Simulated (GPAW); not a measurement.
ZnS (F-43m): refractive index against wavelength

The refractive index of ZnS (F-43m) below the direct gap (1.86 eV on the mesh) is read from one computed spectrum, n = √(Re ε).

It takes space group F-43m (No. 216, cubic). Conventional cell: a = 5.404 Å, b = 5.404 Å, c = 5.404 Å, α = 90.00°, β = 90.00°, γ = 90.00°. Zn on site c is surrounded by 4 S at 2.34 Å. Around S on site a lie 4 Zn at 2.34 Å.

Method: GPAW 26.7.0, LDA, RPA, k-mesh 11×11×11, local fields up to 50 eV, Lorentzian half width 0.15 eV.

Launch of the response step: `OMP_NUM_THREADS=1 python df.py`. The run took 41 s, its band step included, on 1 thread of Arm Neoverse V1, on a shared host.

```tsv
wavelength (nm)	photon energy E (eV)	n
3000	0.413	2.4626
2000	0.620	2.4723
1550	0.800	2.4845
1310	0.946	2.4973
1064	1.165	?
```

In the single-oscillator model n² − 1 = E₀E_d/(E₀² − E²), so 1/(n² − 1) = E₀/E_d − E²/(E₀E_d) is linear in E².

Working, on the rows shown:

| x = E² (eV²) | y = 1/(n² − 1) |
| --- | --- |
| 0.170801 | 0.197457 |
| 0.384302 | 0.195608 |
| 0.639837 | 0.193321 |
| 0.895757 | 0.190967 |

Means: x̄ = 0.52267, ȳ = 0.19434. Σ(x − x̄)(y − ȳ) = -0.00265, Σ(x − x̄)² = 0.2959. Slope = -0.00265 / 0.2959 = -0.008956; intercept = ȳ − slope · x̄ = 0.19902. Turned back into n, the line misses the rows shown by at most 0.00017.

Task: Predict the last column of the withheld row from the fit.

Result: At x = 1.3578 the line gives y = 0.18686, that is 2.5202. The run gave 2.5224, so the extrapolation is off by 0.0022, 4 % of the range in the table.

Refitted with all rows, the slope is -0.009252 and the intercept 0.19915. These give E₀ = √(intercept/−slope) = 4.64 eV and E_d = E₀/intercept = 23.3 eV; E₀ is 2.5 times the direct gap. The electronic limit at long wavelengths, without lattice vibrations, is n = √(1 + 1/intercept) = 2.454. The cell comes from an older database entry, whose edges can be off by a per cent or so. Excitons are left out; LDA gaps are as a rule too small. The values come from a sum over the points of one k-mesh and carry its error, which grows as the direct gap shrinks.

[Logs are printed without paths, hosts, clocks, repeated set-up lines and the standing remarks that a program may print on its own settings, such as how far it seeks lower states.]
